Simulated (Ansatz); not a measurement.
# N on Nb(110): change of the work function, part 2 of 4

Wanted: Δφ(θ) for N/Nb(110), starting from the longbridge site.

Ansatz 0.2.0; plane-wave DFT, LDA, Ansatz PAW (the session's first sound run).

So far, work function, upper face (eV): step 2 (the clean slab) 4.69.

### Step 3. The covered slab, k-mesh 6×6×1, coverage 0.25 ML

System of this step: Nb16N (N/Nb(110)). The cell holds 17 atoms: 16 Nb and 1 N. Its edges and angles: a = 5.716 Å, b = 5.716 Å, c = 26.421 Å, α = 90.0°, β = 90.0°, γ = 70.5°. Vacuum lies along c.

The clean slab as it ended is repeated in the plane and the adsorbate is set on one face; the cell's size fixes the coverage, and the k-mesh shrinks with it to keep the sampling density about even. Adsorbate and upper layers relax, since the dipole depends on the height.

Input file input.yaml:

```yaml
crystal:
  lattice:
    - [4.6669047558, -3.3, 0.0]
    - [4.6669047558, 3.3, 0.0]
    - [0.0, 0.0, 26.4207747904]
  atoms:
    - { symbol: Nb, position: [0.0, 0.0, 0.3406410323] }
    - { symbol: Nb, position: [0.25, 0.25, 0.4289598798] }
    - { symbol: Nb, position: [0.0, 0.0, 0.5149312978] }
    - { symbol: Nb, position: [0.25, 0.25, 0.596025471] }
    - { symbol: Nb, position: [0.0, 0.5, 0.3406410323] }
    - { symbol: Nb, position: [0.25, 0.75, 0.4289598798] }
    - { symbol: Nb, position: [0.0, 0.5, 0.5149312978] }
    - { symbol: Nb, position: [0.25, 0.75, 0.596025471] }
    - { symbol: Nb, position: [0.5, 0.0, 0.3406410323] }
    - { symbol: Nb, position: [0.75, 0.25, 0.4289598798] }
    - { symbol: Nb, position: [0.5, 0.0, 0.5149312978] }
    - { symbol: Nb, position: [0.75, 0.25, 0.596025471] }
    - { symbol: Nb, position: [0.5, 0.5, 0.3406410323] }
    - { symbol: Nb, position: [0.75, 0.75, 0.4289598798] }
    - { symbol: Nb, position: [0.5, 0.5, 0.5149312978] }
    - { symbol: Nb, position: [0.75, 0.75, 0.596025471] }
    - { symbol: "N", position: [0.0, 0.0, 0.6593589677] }
kpoints:
  mp_grid: { grid: [6, 6, 1] }
hamiltonian:
  xc: lda
scf:
  occupations: { method: fermi_dirac, width: 0.1 }
  convergence: { dr2_threshold: 1.0e-08 }
efield:
  axis: 3
  dipole_correction: true
  ramp_position: 0.97
  ramp_width: 0.06
relax:
  f_tol: 0.02
  max_steps: 60
  constraints: [{ sites: [0, 1, 4, 5, 8, 9, 12, 13] }]
output:
  bader: true
  dos: { projected: true, e_range: [-8, 4] }
  write_potential: true
  write_density: true
  volumetric_format: npy
  elf: true
```

Launch:

```bash
$ ansatz run input.yaml --threads 4 --pin off --max-ram 6144MiB --backend cpu --events-out ev --progress --plain --runs-dir out
```

Numbers of over 12 decimals in the logs are rounded to 6 here.

Output:

```text
[...]
Crystal: 17 atoms, lattice volume = 813.801 Å³
Basis set: ecut = 420 eV, 15913 PW (Γ)
Bands: 128, of which v1, the nominal top of the filled ones, is band 107 counted from 1 (106 counted from 0)
Symmetry: 4 space group operations
[...]
k-points: 13 of 36
[...]
SCF iter   1: F=—  HF=-71445.980338 eV  |F-HF|=—  |Δ(HF+E_count)|=         —  Δρ=1.03e-2  dr2=1.12e1  ethr=1.77e-3  p=-0.170 e·Å  D=-3.78e-2 V/Å  ΔV_dip=1.00 eV  dr2_dipole=6.40e-1  V_vac-E_F(+/−)=6.20/5.20 eV  ⟨swp⟩=8.8  Hψ=8491  notcnv=0
[...]
SCF iter   9: F=-71445.629967 eV  HF=-71445.629967 eV  |F-HF|=1.11e-9  |Δ(HF+E_count)|=   3.79e-8  Δρ=6.89e-7  dr2=6.28e-9  ethr=4.69e-12  p=-0.221 e·Å  D=-4.92e-2 V/Å  ΔV_dip=1.30 eV  dr2_dipole=1.10e-10  V_vac-E_F(+/−)=6.09/4.79 eV  ⟨swp⟩=11.8  Hψ=13075  notcnv=0
SCF 1 converged in 9 iterations: F = -71445.629967 eV  dr2 = 6.28e-9
[...]
relax step   1: F+E_penalty+E_count = -71445.62996718 eV  Δ(F+E_penalty+E_count) = +0.000e0 eV  max|allowed force component| = 5.558e0 eV/Å  Δτ_max = 0.0000 Å  (9 SCF iters, accepted)
[...]
SCF iter   9: F=-71447.121237 eV  HF=-71447.121237 eV  |F-HF|=2.05e-9  |Δ(HF+E_count)|=   3.27e-8  Δρ=4.37e-7  dr2=4.50e-9  ethr=4.69e-12  p=-0.150 e·Å  D=-3.34e-2 V/Å  ΔV_dip=0.88 eV  dr2_dipole=2.46e-11  V_vac-E_F(+/−)=5.68/4.79 eV  ⟨swp⟩=11.0  Hψ=12291  notcnv=0
SCF 2 converged in 9 iterations: F = -71447.121237 eV  dr2 = 4.50e-9
relax step   2: F+E_penalty+E_count = -71447.12123679 eV  Δ(F+E_penalty+E_count) = -1.491e0 eV  max|allowed force component| = 4.184e0 eV/Å  Δτ_max = 0.1949 Å  (9 SCF iters, accepted)
[...]
SCF iter   9: F=-71447.801737 eV  HF=-71447.801737 eV  |F-HF|=1.00e-9  |Δ(HF+E_count)|=   8.64e-8  Δρ=4.84e-7  dr2=4.81e-9  ethr=4.69e-12  p=-0.073 e·Å  D=-1.62e-2 V/Å  ΔV_dip=0.43 eV  dr2_dipole=3.03e-11  V_vac-E_F(+/−)=5.22/4.79 eV  ⟨swp⟩=11.2  Hψ=12542  notcnv=0
SCF 3 converged in 9 iterations: F = -71447.801737 eV  dr2 = 4.81e-9
[...]
relax step   3: F+E_penalty+E_count = -71447.80173726 eV  Δ(F+E_penalty+E_count) = -6.805e-1 eV  max|allowed force component| = 7.596e-1 eV/Å  Δτ_max = 0.1948 Å  (9 SCF iters, accepted)
[... from here on, the SCF cycles and remarks between the steps are left out ...]
relax step   4: F+E_penalty+E_count = -71447.98035730 eV  Δ(F+E_penalty+E_count) = -1.786e-1 eV  max|allowed force component| = 3.505e-1 eV/Å  Δτ_max = 0.1948 Å  (9 SCF iters, accepted)
relax step   5: F+E_penalty+E_count = -71448.00229787 eV  Δ(F+E_penalty+E_count) = -2.194e-2 eV  max|allowed force component| = 4.508e-1 eV/Å  Δτ_max = 0.0781 Å  (9 SCF iters, accepted)
relax step   6: F+E_penalty+E_count = -71448.01812529 eV  Δ(F+E_penalty+E_count) = -1.583e-2 eV  max|allowed force component| = 2.770e-1 eV/Å  Δτ_max = 0.0540 Å  (9 SCF iters, accepted)
relax step   7: F+E_penalty+E_count = -71448.08708207 eV  Δ(F+E_penalty+E_count) = -6.896e-2 eV  max|allowed force component| = 3.535e-1 eV/Å  Δτ_max = 0.1283 Å  (9 SCF iters, accepted)
relax step   8: F+E_penalty+E_count = -71448.19986070 eV  Δ(F+E_penalty+E_count) = -1.128e-1 eV  max|allowed force component| = 6.595e-1 eV/Å  Δτ_max = 0.1935 Å  (9 SCF iters, accepted)
relax step   9: F+E_penalty+E_count = -71448.39052514 eV  Δ(F+E_penalty+E_count) = -1.907e-1 eV  max|allowed force component| = 7.620e-1 eV/Å  Δτ_max = 0.1952 Å  (10 SCF iters, accepted)
relax step  10: F+E_penalty+E_count = -71448.52864981 eV  Δ(F+E_penalty+E_count) = -1.381e-1 eV  max|allowed force component| = 3.795e-1 eV/Å  Δτ_max = 0.1902 Å  (9 SCF iters, accepted)
relax step  11: F+E_penalty+E_count = -71448.44591924 eV  Δ(F+E_penalty+E_count) = +8.273e-2 eV  max|allowed force component| = 8.234e-1 eV/Å  Δτ_max = 0.1458 Å  (10 SCF iters, rejected (line search))
relax step  12: F+E_penalty+E_count = -71448.55640606 eV  Δ(F+E_penalty+E_count) = -2.776e-2 eV  max|allowed force component| = 7.984e-2 eV/Å  Δτ_max = 0.0720 Å  (10 SCF iters, accepted)
relax step  13: F+E_penalty+E_count = -71448.55760550 eV  Δ(F+E_penalty+E_count) = -1.199e-3 eV  max|allowed force component| = 6.508e-2 eV/Å  Δτ_max = 0.0302 Å  (9 SCF iters, accepted)
SCF iter   1: F=—  HF=-71448.560728 eV  |F-HF|=—  |Δ(HF+E_count)|=         —  Δρ=7.10e-4  dr2=1.35e-2  ethr=4.50e-5  p=0.051 e·Å  D=1.13e-2 V/Å  ΔV_dip=-0.30 eV  dr2_dipole=3.10e-3  V_vac-E_F(+/−)=4.52/4.82 eV  ⟨swp⟩=2.0  Hψ=2772  notcnv=0
[...]
SCF iter   8: F=-71448.559199 eV  HF=-71448.559199 eV  |F-HF|=5.24e-10  |Δ(HF+E_count)|=   1.25e-8  Δρ=2.65e-7  dr2=7.87e-10  ethr=4.69e-12  p=0.050 e·Å  D=1.12e-2 V/Å  ΔV_dip=-0.29 eV  dr2_dipole=9.83e-12  V_vac-E_F(+/−)=4.52/4.82 eV  ⟨swp⟩=10.3  Hψ=11865  notcnv=0
SCF 14 converged in 8 iterations: F = -71448.559199 eV  dr2 = 7.87e-10
relax step  14: F+E_penalty+E_count = -71448.55919939 eV  Δ(F+E_penalty+E_count) = -1.594e-3 eV  max|allowed force component| = 1.273e-2 eV/Å  Δτ_max = 0.0120 Å  (8 SCF iters, accepted)
NSCF: frozen V_eff on 13 k-points
[...]
SCF converged after 8 iterations
Free energy (F): -71448.559199 eV
[...]
Internal energy: -71447.889459 eV  (E = F + TS)
E sigma→0 (E₀):  -71448.224329 eV
Entropy (-TS):   -0.669740 eV (-39.396 meV/atom)
Fermi energy:    3.460767 eV
Dipole field:    D = 0.011152 V/Å  (p = 0.050155 e·Å, saw-weighted, corrected)
Work function:   Φ+ = 4.5231 eV   Φ− = 4.8178 eV
[...]
--- Forces (eV/Å), atoms counted from 1 ---
  atom   1  Nb    -0.00000000     0.00000000     0.76916224
  atom   2  Nb    -0.20585048    -0.00000000    -0.67883455
  atom   3  Nb    -0.00000000    -0.00000000     0.00599899
  atom   4  Nb    -0.00761980     0.00000000     0.00057603
  atom   5  Nb    -0.00000000    -0.00000000     0.73599697
  atom   6  Nb     0.00000000    -0.06312971    -0.86955061
  atom   7  Nb     0.00000000    -0.00000000    -0.00013523
  atom   8  Nb    -0.00000000     0.01273404    -0.00126297
  atom   9  Nb    -0.00000000     0.00000000     0.73599697
  atom  10  Nb     0.00000000     0.06312971    -0.86955061
  atom  11  Nb    -0.00000000     0.00000000    -0.00013523
  atom  12  Nb     0.00000000    -0.01273404    -0.00126297
  atom  13  Nb    -0.00000000     0.00000000     0.84888953
  atom  14  Nb     0.20585048     0.00000000    -0.67883455
  atom  15  Nb    -0.00000000    -0.00000000     0.00392718
  atom  16  Nb     0.00761980    -0.00000000     0.00057603
  atom  17  N      0.00000000    -0.00000000    -0.00095090
  max |Σ_I F_I| component: 6.06e-4 eV/Å
--- Band table (eV; the first three rows and the last of 13) ---
  k-point 0: bands = [... 103 lower, 3.6503, 3.6546, 3.6670, 3.7506, 3.8812, 3.9390, 4.3931, 4.9737, ... 17 higher]
  k-point 1: bands = [... 103 lower, 3.3640, 3.5400, 3.6198, 3.7072, 3.8236, 4.0434, 4.2792, 4.3909, ... 17 higher]
  k-point 2: bands = [... 103 lower, 3.1776, 3.1934, 3.3763, 3.4933, 3.6886, 3.7122, 3.7991, 3.8437, ... 17 higher]
  k-point 12: bands = [... 103 lower, 3.1656, 3.4385, 3.5229, 3.5675, 3.5933, 3.6039, 3.6262, 3.7163, ... 17 higher]
--- Relaxed structure (14 steps of the walk, 13 accepted, 0 SCFs on fresh bases) ---
  F+E_penalty+E_count = -71448.55919939 eV   max|allowed force component| = 1.273e-2 eV/Å
  atoms:
    - { symbol: Nb, position: [0.0, 0.0, 0.340641] }
    - { symbol: Nb, position: [0.25, 0.25, 0.428960] }
    - { symbol: Nb, position: [-2.2842710326395655e-19, -2.2842710326395664e-19, 0.516385] }
    - { symbol: Nb, position: [0.232411, 0.232411, 0.596046] }
    - { symbol: Nb, position: [-5.551115123125783e-17, 0.5, 0.340641] }
    - { symbol: Nb, position: [0.25, 0.75, 0.428960] }
    - { symbol: Nb, position: [-5.551115123125783e-17, 0.5, 0.514534] }
    - { symbol: Nb, position: [0.296926, 0.703074, 0.602671] }
    - { symbol: Nb, position: [0.5, -5.551115123125783e-17, 0.340641] }
    - { symbol: Nb, position: [0.75, 0.25, 0.428960] }
    - { symbol: Nb, position: [0.5, -5.551115123125783e-17, 0.514534] }
    - { symbol: Nb, position: [0.703074, 0.296926, 0.602671] }
    - { symbol: Nb, position: [0.5, 0.5, 0.340641] }
    - { symbol: Nb, position: [0.75, 0.75, 0.428960] }
    - { symbol: Nb, position: [0.5, 0.5, 0.512851] }
    - { symbol: Nb, position: [0.767589, 0.767589, 0.596046] }
    - { symbol: N, position: [9.055721341499526e-18, 9.05572134149951e-18, 0.601728] }
--- Bader charges: 17 sites ---
  site symbol  charge [e]  shift [e]
     0     Nb     -0.0739     0.0000
     1     Nb      0.0752     0.0000
     2     Nb      0.3331     0.0002
     3     Nb      0.2784     0.0001
     4     Nb     -0.0785     0.0000
     5     Nb      0.0570     0.0000
     6     Nb      0.0683     0.0000
     7     Nb      0.2602     0.0012
     8     Nb     -0.0785     0.0000
     9     Nb      0.0570     0.0000
    10     Nb      0.0683     0.0000
    11     Nb      0.2603     0.0012
    12     Nb     -0.0725     0.0000
    13     Nb      0.0751     0.0000
    14     Nb      0.0428     0.0000
    15     Nb      0.2784     0.0001
    16      N     -1.5506     0.0019
  estimated error of the sums over rays = 9.1e-4 e
```

Wall time 9.4 min (4 threads of Arm Neoverse V2, shared host); peak memory 2.9 GiB.

This run has no spin polarisation although its electron count is odd.

The steps of the relaxation:

| step | energy less that of the first step (eV) | largest force component (eV/Å) |
| --- | --- | --- |
| 1 | 0.0000 | 5.5579 |
| 2 | -1.4913 | 4.1838 |
| 3 | -2.1718 | 0.7596 |
| 4 | -2.3504 | 0.3505 |
| 5 | -2.3723 | 0.4508 |
| 6 | -2.3882 | 0.2770 |
| 7 | -2.4571 | 0.3535 |
| 8 | -2.5699 | 0.6595 |
| 9 | -2.7606 | 0.7620 |
| 10 | -2.8987 | 0.3795 |
| 11 | -2.8160 | 0.8234 |
| 12 | -2.9264 | 0.0798 |
| 13 | -2.9276 | 0.0651 |
| 14 | -2.9292 | 0.0127 |

Relaxation step 11 was tried and not accepted.

Forces are held to the 4 operations that the run works with; a distortion that breaks them can't arise in this run.

The atoms that moved most (Å):

| atom | dx | dy | dz | length |
| --- | --- | --- | --- | --- |
| N17 | 0.000 | 0.000 | -1.523 | 1.523 |
| Nb8 | 0.000 | -0.310 | 0.176 | 0.356 |
| Nb12 | 0.000 | 0.310 | 0.176 | 0.356 |
| Nb4 | -0.164 | 0.000 | 0.001 | 0.164 |
| Nb16 | 0.164 | 0.000 | 0.001 | 0.164 |
| Nb15 | 0.000 | 0.000 | -0.055 | 0.055 |
| Nb3 | 0.000 | 0.000 | 0.038 | 0.038 |
| Nb11 | 0.000 | 0.000 | -0.010 | 0.010 |

Final coordinates:

```xyz
17
Lattice="4.6669 -3.3000 0.0000 4.6669 3.3000 0.0000 0.0000 0.0000 26.4208" Properties=species:S:1:pos:R:3
Nb    0.0000    0.0000    9.0000
Nb    2.3335    0.0000   11.3335
Nb    0.0000    0.0000   13.6433
Nb    2.1693    0.0000   15.7480
Nb    2.3335    1.6500    9.0000
Nb    4.6669    1.6500   11.3335
Nb    2.3335    1.6500   13.5944
Nb    4.6669    1.3403   15.9230
Nb    2.3335   -1.6500    9.0000
Nb    4.6669   -1.6500   11.3335
Nb    2.3335   -1.6500   13.5944
Nb    4.6669   -1.3403   15.9230
Nb    4.6669    0.0000    9.0000
Nb    7.0004    0.0000   11.3335
Nb    4.6669    0.0000   13.5499
Nb    7.1645    0.0000   15.7480
N     0.0000    0.0000   15.8981
```

Numbers from this step:

```yaml
energy_at_zero_smearing: -71448.2243 eV
work_function_upper_face: 4.523 eV
work_function_lower_face: 4.818 eV
dipole_along_the_normal: 0.05016 e·Å
step_between_the_vacuum_levels: -0.2947 eV
```

Running mean over 2.333 Å of the planar mean; the ramp of the sawtooth is left out. Table of electron's electrostatic potential energy less the Fermi level by z:

| z (Å) | electron's electrostatic potential energy less the Fermi level (eV) |
| --- | --- |
| 3.5 | 4.82 |
| 4.0 | 4.82 |
| 4.5 | 4.81 |
| 5.0 | 4.80 |
| 5.5 | 4.76 |
| 6.0 | 4.63 |
| 6.5 | 4.24 |
| 7.0 | 3.07 |
| 7.5 | -0.264 |
| 8.0 | -5.65 |
| 8.5 | -9.69 |
| 9.0 | -10.9 |
| 9.5 | -10.9 |
| 10.0 | -10.8 |
| 10.5 | -10.8 |
| 11.0 | -10.8 |
| 11.5 | -10.9 |
| 12.0 | -11.3 |
| 12.5 | -11.5 |
| 13.0 | -11.2 |
| 13.5 | -11.0 |
| 14.0 | -11.3 |
| 14.5 | -12.0 |
| 15.0 | -12.5 |
| 15.5 | -12.3 |
| 16.0 | -11.8 |
| 16.5 | -9.61 |
| 17.0 | -4.47 |
| 17.5 | 0.859 |
| 18.0 | 3.37 |
| 18.5 | 4.16 |
| 19.0 | 4.40 |
| 19.5 | 4.49 |
| 20.0 | 4.51 |
| 20.5 | 4.52 |
| 21.0 | 4.52 |
| 21.5 | 4.52 |
| 22.0 | 4.52 |
| 22.5 | 4.52 |
| 23.0 | 4.52 |

The density of states has structure finer than the step of the table below, so its rows give means over 0.25 eV, whole bins alone (the curve runs from -8 to 1.71 eV). Peaks (eV: height): -1.740: 28.1, -1.530: 35.2, -1.440: 29.3, -1.380: 35.0, -0.840: 30.3, -0.750: 28.9, -0.480: 28.9.

The density of states by energy, zero at the Fermi level; means over each step:

| energy (eV) | density of states (states/eV a cell) |
| --- | --- |
| -6.50 | 0 |
| -6.25 | 0.691 |
| -6.00 | 5.34 |
| -5.75 | 5.03 |
| -5.50 | 7.20 |
| -5.25 | 7.19 |
| -5.00 | 1.55 |
| -4.75 | 1.14 |
| -4.50 | 1.21 |
| -4.25 | 2.37 |
| -4.00 | 2.59 |
| -3.75 | 4.37 |
| -3.50 | 9.86 |
| -3.25 | 17.5 |
| -3.00 | 17.3 |
| -2.75 | 19.1 |
| -2.50 | 22.5 |
| -2.25 | 18.5 |
| -2.00 | 12.9 |
| -1.75 | 18.7 |
| -1.50 | 27.7 |
| -1.25 | 22.8 |
| -1.00 | 22.2 |
| -0.75 | 25.3 |
| -0.50 | 26.8 |
| -0.25 | 22.8 |
| 0.00 | 20.6 |
| 0.25 | 18.2 |
| 0.50 | 11.4 |
| 0.75 | 11.7 |
| 1.00 | 13.9 |
| 1.25 | 12.7 |
| 1.50 | 16.6 |

Projected DOS per atom over height of the atomic layer and energy from the Fermi level. Layers: Nb4 Nb4 Nb4 Nb4N from below.

Ten even steps from '_' (0.00 states/eV) to '@' (1.99 states/eV), each cell a mean:
```
**----==
==::::--
==::::--
##==--**
@@**++++
@@******
%%##**++
**@@%%==
========
##****==
==####--
--++++::
......__
________
________
______::
______++
______--
________
________
________
________
```
Columns: height of the atomic layer (Å) from 9 to 15.8; rows upwards: energy from the Fermi level (eV) from -7.96 to 1.65.

ELF in the ca plane at fractional y = 0.000, with atoms of Nb and N within 0.2 Å of it. It is the smooth field of the valence electrons, not physical close to the nuclei.

Values, 8 rows by 16 columns, each cell a mean:
```
0.40 0.64 0.36 0.34 0.34 0.53 0.55 0.48 0.68 0.42 0.04 0.00 0.00 0.00 0.00 0.00
0.26 0.32 0.38 0.28 0.42 0.30 0.30 0.29 0.35 0.22 0.07 0.01 0.00 0.00 0.00 0.00
0.25 0.41 0.35 0.29 0.38 0.34 0.33 0.30 0.24 0.33 0.16 0.03 0.00 0.00 0.00 0.00
0.47 0.59 0.39 0.38 0.33 0.57 0.56 0.34 0.35 0.44 0.23 0.04 0.00 0.00 0.00 0.00
0.40 0.64 0.36 0.35 0.33 0.56 0.54 0.32 0.32 0.42 0.22 0.04 0.00 0.00 0.00 0.00
0.26 0.31 0.38 0.28 0.40 0.30 0.30 0.30 0.23 0.28 0.13 0.02 0.00 0.00 0.00 0.00
0.25 0.41 0.35 0.29 0.40 0.33 0.33 0.33 0.50 0.26 0.05 0.01 0.00 0.00 0.00 0.00
0.46 0.58 0.38 0.37 0.33 0.55 0.56 0.50 0.57 0.47 0.04 0.00 0.00 0.00 0.00 0.00
```
Columns run along c (16.0 Å, from fractional 0.30 to 0.90 of the cell), rows up along a (5.7 Å). Atoms in or near the plane, at fractional coordinates: Nb at (0.34, 0.00), Nb at (0.52, 0.00), Nb at (0.34, 0.50), Nb at (0.51, 0.50), N at (0.60, 0.00).

Electrostatic potential energy in the ca plane at fractional y = 0.000, with atoms of Nb and N within 0.2 Å of it. With pseudopotentials it is smooth inside the atoms' cores, unlike the true potential.

Ten even steps from '0' (-69 eV) to '9' (8 eV), each cell a mean:
```
85100379999998510047851279999999999999999999
97534689999999743478987799999999999999999999
99878899999999987889999999999999999999999999
99989999999999998999998999999999999999999999
99878899999999887889998999999999999999999999
97533689999998743478999999999999999999999999
85100379999998400158999999999999999999999999
85000279999998400048999999999999999999999999
86311589999998521268999999999999999999999999
98756899999999865689999999999999999999999999
99888999999999988899998999999999999999999999
99888999999999988899999999999999999999999999
98756899999999865689998899999999999999999999
86311589999998620158974589999999999999999999
85000279999998400037840169999999999999999999
```
Columns run along c (16.0 Å, from fractional 0.30 to 0.90 of the cell; values clipped at the 3rd and 97th percentile), rows up along a (5.7 Å). Atoms in or near the plane, at fractional coordinates: Nb at (0.34, 0.00), Nb at (0.52, 0.00), Nb at (0.34, 0.50), Nb at (0.51, 0.50), N at (0.60, 0.00).

Valence density in the ca plane at fractional y = 0.000, with atoms of Nb and N within 0.2 Å of it. It is the smooth field of the valence electrons, not physical close to the nuclei.

Ten even steps from '0' (0.0 e/Å³) to '9' (5.0 e/Å³), each cell a mean:
```
02799410000000389941136520000000000000000000
01354100000000135410012210000000000000000000
00011000000000001000000000000000000000000000
00000000000000000000000000000000000000000000
00011000000000011000000000000000000000000000
01354200000000145310000000000000000000000000
02799410000000389830000000000000000000000000
03899510000001499941000000000000000000000000
01587300000000268620000000000000000000000000
00122100000000012100000000000000000000000000
00000000000000000000000000000000000000000000
00000000000000000000000000000000000000000000
00122100000000012200001100000000000000000000
01587300000000268620124310000000000000000000
03899510000000399941147620000000000000000000
```
Columns run along c (16.0 Å, from fractional 0.30 to 0.90 of the cell), rows up along a (5.7 Å). Atoms in or near the plane, at fractional coordinates: Nb at (0.34, 0.00), Nb at (0.52, 0.00), Nb at (0.34, 0.50), Nb at (0.51, 0.50), N at (0.60, 0.00).

The relaxation took 14 steps and lowered the energy by 2.9 eV; the largest force on the free atoms ends at 0.013 eV/Å.

By hand: a sheet of dipoles makes a step −p/(ε₀A) in the electron's potential. With e/ε₀ = 180.95 V·Å, p = 0.05016 e·Å and A = 30.80 Å², that is −180.95 × (0.05016) / 30.80 = -0.295 eV, and the two vacuum levels of the run differ by -0.295 eV.

The covered face has 4.52 eV, -0.17 eV against the clean one; the bare back face has moved by +0.03 eV, a measure of how thin the slab is. The added atoms end 0.0 Å under the highest substrate atom on average, so this is no overlayer any more.

(Continued in part 3 of 4.)

[Logs are printed without paths, hosts, clocks, repeated set-up lines and the standing remarks that a program may print on its own settings, such as how far it seeks lower states.]

[Hosts, paths, dates, database ids (printed as entryN), source tags and the programs' standing remarks are cut or masked in the printed files.]

[Maps of the electrostatic potential energy from Ansatz leave out the sawtooth potential of an applied field or a dipole correction, so their vacuum need not be flat; planar profiles and work functions include it.]

[The density of states shown here was stored with 400 of the rows of the run's finer table, so its peaks can read low, often by over a quarter, or be missed, and its means over a window can be off by a tenth or more.]
